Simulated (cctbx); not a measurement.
**Symmetry from intensities**

Cell: a = 12.0250 Å, b = 7.3960 Å, c = 12.4630 Å, α = 90.00°, β = 90.00°, γ = 90.00°. Expected content of the cell: Eu28 V2 Be2.

The data are simulated with cctbx, not measured: Mo Kα, λ = 0.71073 Å, to d = 0.75 Å, 50 % of the full sphere, strongest reflection 20000 counts, noise from counting, a 1.5 % proportional error and a noise floor of 2 counts (s.d.); no absorption.

A first pass over the reflections prints:

```text
5498 reflections to d = 0.750 A
centring   violations  <I/sigma> of those
    A          0 of  2728      0.0
    B        921 of  2770      4.5
    C        921 of  2718      4.6
    I       1019 of  2751      4.8
    R       1322 of  3668      5.7
    F        921 of  4108      3.1
Laue class    unique    Rint  (classes that these axes allow; Friedel mates merged)
A 1 2/m 1        1359   0.023
A 1 1 2/m        1328   0.022
A m m m           790   0.025
space group    extra absences  I>4sigma  <I/sigma>
A 2 2 2                 0          0         -  acentric
A 2 m m                 0          0         -  acentric
A m m 2                 0          0         -  acentric
A m 2 m                 0          0         -  acentric
A m m m                 0          0         -  centric
Wilson B = 1.06 A^2   <|E^2-1|> = 1.214 (0.968 centric, 0.736 acentric)   E^2>4: 5.9 %
shell (A)         n   <I/sigma>
12.03 - 1.50    114     24.9
 1.50 - 1.19     96     18.4
 1.19 - 1.04    100     21.7
 1.04 - 0.94    102     18.5
 0.94 - 0.88     93     18.6
 0.88 - 0.83     97     19.5
 0.83 - 0.78     92     15.8
 0.78 - 0.75     96     14.3
```

Q: Read the symmetry from these tables.

The reflections that A centring forbids are absent (⟨I/σ⟩ near 0), so the lattice is A.

Rint stays low (0.022 to 0.025) up to A m m m, the highest class in these axes.

5 settings pass the absence test. No glide or screw absences show, which leaves A 2 2 2, A 2 m m, A m m 2, A m 2 m and A m m m.

⟨|E²−1|⟩ = 1.214 is above even the centric ideal, a mark of pseudo-translation (a class of systematically weak reflections). It says nothing here on a centre of symmetry. The Wilson B of 1.06 Å² means U ≈ 0.0134 Å².

The true group is Amm2 (no. 38), Laue class mmm, non-centrosymmetric. The tables only narrow the choice to the tied entries; cell content, site symmetry and trial solutions must settle it.

The model is made up (kin elements in a known structure type, no relaxation), so it says nothing on whether the phase exists.

[Logs are printed without paths, hosts, clocks, repeated set-up lines and the standing remarks that a program may print on its own settings, such as how far it seeks lower states.]
